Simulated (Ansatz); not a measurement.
# A hypothetical structure for RbTi2, part 2 of 2

Starting from a made-up structure for RbTi2, the aim is the relaxed cell, its shortest contacts and, where a second run follows, its electronic structure.

Ansatz 0.2.0; DFT, r2SCAN, plane-wave PAW, files of the set soft_1, scalar-relativistic, no spin, cell and ions relaxed at zero pressure; PAW set soft_1 (the session's first sound run).

So far: Starting point; Relaxing cell and atoms. The relaxed cell has a = 3.592, c = 7.192 Å (conventional setting).

## Step 3: Electronic structure of the relaxed cell

A second self-consistent run takes a narrower smearing and the mesh shown in its input; the bands follow along the standard path of the relaxed lattice.

This step: DFT, r2SCAN, plane-wave PAW, files of the set soft_1, scalar-relativistic, no spin, bands and density of states at the relaxed cell; PAW set soft_1 (Ansatz 0.2.0).

File input.yaml:

```yaml
crystal:
  lattice:
    - [3.5922881358, 0.0, 0.0]
    - [0.0, 3.5922881358, 0.0]
    - [0.0, 0.0, 7.1924050717]
  atoms:
    - { symbol: Rb, position: [0.0, 0.0, 0.0] }
    - { symbol: Ti, position: [0.0, 0.5, 0.5] }
    - { symbol: Ti, position: [0.5, 0.0, 0.5] }
kpoints:
  mp_grid: { grid: [8, 8, 4] }
  band_path:
    path:
      - [[0.0, 0.0, 0.0], [0.0, 0.5, 0.0], [0.5, 0.5, 0.0], [0.0, 0.0, 0.0], [0.0, 0.0, 0.5], [0.0, 0.5, 0.5], [0.5, 0.5, 0.5], [0.0, 0.0, 0.5]]
      - [[0.0, 0.5, 0.0], [0.0, 0.5, 0.5]]
      - [[0.5, 0.5, 0.0], [0.5, 0.5, 0.5]]
    npoints: 8
scf:
  occupations: { method: fermi_dirac, width: 0.03 }
  n_extra_bands: 7
hamiltonian:
  xc: r2scan
  pseudopotentials: { kind: paw, azcp: { folder: soft_1 } }
output:
  forces: true
  stress: true
  write_bands: true
  dos: { projected: true }
  write_density: true
  write_potential: true
  elf: true
  volumetric_format: npy
```

Started as:

```
$ ansatz run input.yaml --threads 4 --pin off --max-ram 8192MiB --backend cpu --events-out ev --progress --plain --runs-dir out
```

Numbers of over 12 decimals in the logs are rounded to 6 here.

The program printed:

```text
[...]
Crystal: 3 atoms, lattice volume = 92.815 Å³
Basis set: ecut = 500 eV, 2355 PW (Γ), exchange–correlation on 108×108×216 points (64 copies of the dense FFT grid, shifted against one another)
Bands: 24, of which v1, the nominal top of the filled ones, is band 17 counted from 1 (16 counted from 0)
Symmetry: 16 space group operations
[...]
k-points: 45 of 256
[...]
SCF iter   1: F=—  HF=-8284.101823 eV  |F-HF|=—  |Δ(HF+E_count)|=         —  Δρ=3.87e-2  dr2=1.67e0  dr2_τ=4.77e-2  ethr=3.10e-3  ⟨swp⟩=5.8  Hψ=4781  notcnv=0
[...]
SCF iter  10: F=-8283.766214 eV  HF=-8283.766214 eV  |F-HF|=1.83e-8  |Δ(HF+E_count)|=   1.35e-7  Δρ=4.60e-6  dr2=2.20e-8  dr2_τ=7.48e-10  ethr=3.03e-10  ⟨swp⟩=14.5  Hψ=7594  notcnv=0
SCF 1 converged in 10 iterations: F = -8283.766214 eV  dr2 = 2.20e-8
[...]
NSCF: frozen V_eff on 75 k-points
SCF converged after 10 iterations
Free energy (F): -8283.766214 eV
[...]
Internal energy: -8283.752972 eV  (E = F + TS)
E sigma→0 (E₀):  -8283.759593 eV
Entropy (-TS):   -0.013242 eV (-4.414 meV/atom)
Fermi energy:    7.106991 eV
[...]
--- Stress (GPa, compression-positive) ---
        0.118490       0.000000       0.000000
        0.000000       0.118490       0.000000
        0.000000       0.000000      -0.045557
  P = ⅓ Tr σ = 0.0638 GPa (0.638 kbar)
--- Band table (eV; the first three rows and the last of 45) ---
  k-point 0: bands = [... 13 lower, 4.5697, 5.8684, 5.9598, 6.8563, 7.4561, 7.4561, 8.6370, 9.6988, ... 3 higher]
  k-point 1: bands = [... 13 lower, 4.5744, 5.6874, 5.8684, 6.7554, 7.4680, 7.4680, 8.9334, 9.8054, ... 3 higher]
  k-point 2: bands = [... 13 lower, 4.5793, 5.3979, 5.8684, 6.7068, 7.4802, 7.4802, 9.1702, 9.9623, ... 3 higher]
  k-point 44: bands = [... 13 lower, 5.8264, 6.3298, 6.3298, 8.2967, 8.2967, 8.7193, 8.8298, 8.8855, ... 3 higher]
```

Run time: 2 s. Hardware: 4 threads of AMD EPYC 9R45 (Zen 5), shared host; peak memory 0.73 GiB; 7.1 s of CPU time.

This step gave:

```yaml
free_energy: -8283.7662 eV
energy_at_zero_smearing: -8283.7596 eV
smearing_term_ts: 0.01324 eV
fermi_energy: 7.107 eV
pressure: 0.06381 GPa
```

From bands.tsv, the bands that come nearest the Fermi level along the path, at its corners, in eV from the Fermi level:

```tsv
point	band 13	band 14	band 15	band 16	band 17	band 18	band 19	band 20
Γ	-4.52	-2.54	-1.24	-1.15	-0.25	0.35	0.35	1.53
X	-1.63	-1.48	-0.56	-0.10	0.87	1.01	1.16	1.16
M	-1.17	-1.13	-0.75	-0.75	0.68	1.37	1.56	1.56
Γ	-4.52	-2.54	-1.24	-1.15	-0.25	0.35	0.35	1.53
Z	-4.25	-2.53	-1.71	-1.24	-0.40	0.37	0.37	2.06
R	-1.61	-1.38	-0.50	-0.33	0.70	1.16	1.16	1.28
A	-1.29	-1.28	-0.78	-0.78	1.19	1.19	1.61	1.72
Z	-4.25	-2.53	-1.71	-1.24	-0.40	0.37	0.37	2.06
X	-1.63	-1.48	-0.56	-0.10	0.87	1.01	1.16	1.16
R	-1.61	-1.38	-0.50	-0.33	0.70	1.16	1.16	1.28
M	-1.17	-1.13	-0.75	-0.75	0.68	1.37	1.56	1.56
A	-1.29	-1.28	-0.78	-0.78	1.19	1.19	1.61	1.72
```

Counts of states for the cell as run, both spins, by energy window (eV from the Fermi level):

```
from  to  total
  -8  -7   0.00
  -7  -6   0.00
  -6  -5   0.00
  -5  -4   0.13
  -4  -3   0.47
  -3  -2   0.86
  -2  -1   2.70
  -1   0   4.80
   0   1   3.49
   1   2   3.63
```

Below -8 eV lie 24.0 more states.

Valence density in the ac plane at fractional y = 0.000, with atoms of Rb and Ti within 0.2 Å of it. It is the smooth field of the valence electrons, not physical close to the nuclei.

Ten steps, logarithmic in the rise over the least value, from '_' (0 e/Å³) to '@' (11 e/Å³), each cell a mean:
```
++****++--..______..--++****
****++==::..______..::==++**
====--::..__________..::====
::::::..______________..::::
..__________________________
____________________________
____________________________
........______________......
..........::----::::........
......::--==****++==::......
....::::++##%%@@%%##==::::..
..::::--++%%@@@@@@##++::::::
....::--++##@@@@@@##==::::..
......::==**######++--::....
........::::--==--::........
............................
____________________________
____________________________
____________________________
::....__________________....
====--::..__________..::--==
++++++--::________..::==++++
******==--..______..--++****
++++**++--..______::==++**++
```
Columns run along a (3.6 Å), rows up along c (7.2 Å). Atoms in or near the plane, at fractional coordinates: Rb at (0.00, 0.00), Ti at (0.50, 0.50).

Electrostatic potential energy in the ac plane at fractional y = 0.000, with atoms of Rb and Ti within 0.2 Å of it. With pseudopotentials it is smooth inside the atoms' cores, unlike the true potential.

Ten even steps from '0' (-109 eV) to '9' (11 eV), each cell a mean:
```
00378999998620
23689999999863
78899999999988
99999999999999
99999999999999
99999999999999
99999999999999
99999999999999
99999888899999
99998776778999
99997666668999
99987666667999
99987666667999
99998766678999
99999887889999
99999999999999
99999999999999
99999999999999
99999999999999
99999999999999
88899999999988
56789999999875
00479999998730
00278999998610
```
Columns run along a (3.6 Å; values clipped at the 3rd and 97th percentile), rows up along c (7.2 Å). Atoms in or near the plane, at fractional coordinates: Rb at (0.00, 0.00), Ti at (0.50, 0.50).

ELF in the ac plane at fractional y = 0.000, with atoms of Rb and Ti within 0.2 Å of it. It is the smooth field of the valence electrons, not physical close to the nuclei.

Ten even steps from '0' (0.02) to '9' (0.86), each cell a mean:
```
25998400159984
89997300038999
99963000014799
66420000001356
10000011100000
11111111111111
55543100013555
88752000002578
88631111101468
87522467641257
76314788873146
65215776774136
76314788873136
87413688752247
88621123211368
88741000002578
66653100013566
22222211122222
00000111110000
43210000000123
99852000003689
99996200027999
46998400159996
03899500169972
```
Columns run along a (3.6 Å), rows up along c (7.2 Å). Atoms in or near the plane, at fractional coordinates: Rb at (0.00, 0.00), Ti at (0.50, 0.50).

## Step 4: Outcome

```
space group, relaxed : P4/mmm
conventional cell    : a = 3.592, b = 3.592, c = 7.192 Å; α = 90.0°, β = 90.0°, γ = 90.0°
volume per atom      : 30.94 Å³ (guess 41.91)
```

What this shows: RbTi2 relaxes to P4/mmm with a = 3.592, b = 3.592 and c = 7.192 Å. The guessed volume was 35 % too large. The space group P4/mmm was held in the relaxation, so the end point is a stationary structure within it and may be a saddle against distortions or other arrangements. Bands cross the Fermi level, so it is a metal or semimetal at this level. The electron count is odd, which forces that without spin polarisation or a larger cell. On the 8×8×4 mesh with the narrower smearing (relaxed on 5×5×7) the forces vanish, as symmetry may demand, and the largest stress component is 0.118 GPa, against the relaxation's thresholds of 0.015 eV/Å and 0.05 GPa. The cutoff wasn't tested. A vector of the cell changed its length by 83 %, so the starting arrangement is largely lost and the mesh was laid for another shape. No dispersion term is used, so weakly bound directions may come out too long. The runs have no spin, and magnetism wasn't tested. Nothing here tests whether the compound is stable against decomposition.

[Logs are printed without paths, hosts, clocks, repeated set-up lines and the standing remarks that a program may print on its own settings, such as how far it seeks lower states.]

[Hosts, paths, dates, database ids (printed as entryN), source tags and the programs' standing remarks are cut or masked in the printed files.]
